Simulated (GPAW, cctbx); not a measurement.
# What do these deviations say about the bonding?

Rb2LiAlH6, Fm-3m (no. 225), a = 8.1005 Å, b = 8.1005 Å, c = 8.1005 Å, α = 90.00°, β = 90.00°, γ = 90.00°.

```csv
atom,mult.,x,y,z
Rb1,8,1/4,3/4,3/4
Al1,4,0,0,0
Li1,4,1/2,0,0
H1,24,0,0,0.7773
```

The cell comes from substitution in a known structure type and wasn't matched to any measured phase.

Absolute values of the static structure factors of the conventional cell from DFT (PBE, GPAW) against free spherical atoms, in electrons:

| hkl | d (Å) | free atoms | crystal |
| --- | --- | --- | --- |
| 111 | 4.677 | 38.79 | 39.61 |
| 020 | 4.050 | 206.44 | 204.47 |
| 022 | 2.864 | 286.38 | 284.58 |
| 131 | 2.442 | 28.96 | 28.45 |
| 222 | 2.338 | 196.35 | 201.41 |
| 040 | 2.025 | 265.90 | 269.49 |
| 133 | 1.858 | 24.77 | 23.46 |
| 042 | 1.811 | 168.16 | 167.44 |
| 242 | 1.653 | 235.94 | 234.80 |
| 333 | 1.559 | 22.35 | 20.84 |

**Question.** Which way does charge move, and which reflections show it best?

Project each element's phase sum on the total phase. |F| rises if density moves to atoms that scatter in phase and falls if it moves to atoms that scatter against it; the rule is for low angles, since changes of shape take over beyond. Where all elements are in phase the terms compete, and the compactness of the donor's and the acceptor's density matters too.

| hkl | Rb in phase | Al in phase | Li in phase | H in phase | change (e) | (%) |
| --- | --- | --- | --- | --- | --- | --- |
| 111 | 0.0 | +4.0 | -4.0 | +4.1 | +0.82 | +2.1 |
| 020 | +8.0 | -4.0 | -4.0 | -8.5 | -1.97 | -1.0 |
| 022 | +8.0 | +4.0 | +4.0 | -7.1 | -1.80 | -0.6 |
| 131 | 0.0 | +4.0 | -4.0 | -1.2 | -0.51 | -1.8 |
| 222 | +8.0 | -4.0 | -4.0 | +22.6 | +5.07 | +2.6 |
| 040 | +8.0 | +4.0 | +4.0 | +22.2 | +3.59 | +1.4 |
| 133 | 0.0 | +4.0 | -4.0 | -6.5 | -1.31 | -5.3 |
| 042 | +8.0 | -4.0 | -4.0 | -6.7 | -0.72 | -0.4 |

Low-angle reflections that set elements apart and change by more than 0.05 e: 111, 020, 022, 131, 222, 133 and 042. The signs fit a gain of density on H and a loss on Rb, Al and Li. The best witness is 133, -5.3 %, where H enters with -6.5. The real-space density agrees: Voronoi charges Rb +0.24, Al +0.27, Li +0.16, H -0.15 e. The shortest bond, Al–H, has Δρ = +0.04 e/Å³ at its midpoint, low for a shared bond; with the charge transfer this is a polar contact.

[Outputs are excerpts: Python notices, other lines and further rows are left out; steps that failed or that the build refused (PBEsol, TPSS) are not shown.]

[Logs are printed without paths, hosts, clocks, repeated set-up lines and the standing remarks that a program may print on its own settings, such as how far it seeks lower states.]
